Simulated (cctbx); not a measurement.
## Lattice, Laue class and space group of a new crystal

Cell: a = 4.0040 Å, b = 4.0040 Å, c = 7.7140 Å, α = 90.00°, β = 90.00°, γ = 90.00°. Expected content of the cell: Pb2 Cu1 S1 O2.

The data are simulated with cctbx, not measured: synchrotron X-rays, λ = 0.4959 Å, to d = 0.7 Å, 70 % of the full sphere, strongest reflection 5000 counts, noise from counting, a 4 % proportional error and a noise floor of 4 counts (s.d.); no absorption.

Tests on the unmerged data give:

```text
1049 reflections to d = 0.701 A
centring   violations  <I/sigma> of those
    A        484 of   520     15.3
    B        487 of   526     15.4
    C        515 of   552     15.2
    I        512 of   512     16.1
    R        622 of   683     15.2
    F        743 of   799     15.3
Laue class    unique    Rint  (classes that these axes allow; Friedel mates merged)
P -1              682   0.030
P 1 2/m 1         411   0.034
P 1 1 2/m         391   0.033
P 2/m 1 1         409   0.034
P m m m           249   0.036
P 4/m             206   0.037
P 4/m m m         147   0.039
space group    extra absences  I>4sigma  <I/sigma>
P 4 2 2                 0          0         -  acentric
P 4 m m                 0          0         -  acentric
P -4 2 m                0          0         -  acentric
P -4 m 2                0          0         -  acentric
P 4/m m m               0          0         -  centric
Wilson B = 0.32 A^2   <|E^2-1|> = 0.607 (0.968 centric, 0.736 acentric)   E^2>4: 0.0 %
shell (A)         n   <I/sigma>
 7.71 - 1.40     25     34.3
 1.40 - 1.11     20     39.0
 1.11 - 0.97     16     38.7
 0.97 - 0.88     23     34.1
 0.88 - 0.82     15     41.2
 0.82 - 0.77     17     38.4
 0.77 - 0.73     16     27.8
 0.73 - 0.70     15     41.1
```

Q: Read the symmetry from these tables.

Every centring test has many violations, so the lattice is primitive.

Rint stays low (0.030 to 0.039) up to P 4/m m m, the highest class in these axes.

5 settings pass the absence test. No glide or screw absences show, which leaves P 4 2 2, P 4 m m, P -4 2 m, P -4 m 2 and P 4/m m m.

⟨|E²−1|⟩ = 0.607 leans to a non-centrosymmetric structure, or to twinning, which lowers it. Here that hint misleads: the statistic assumes many like atoms on general positions, and few, heavy or special-position atoms break it. The Wilson B of 0.32 Å² means U ≈ 0.0041 Å².

The true group is P4/mmm (no. 123), Laue class 4/mmm, centrosymmetric. The tables only narrow the choice to the tied entries; cell content, site symmetry and trial solutions must settle it.

The model was made for the exercise: a known structure type with other elements put in, its volume estimated, not relaxed; displacement parameters are assumed.

[Logs are printed without paths, hosts, clocks, repeated set-up lines and the standing remarks that a program may print on its own settings, such as how far it seeks lower states.]
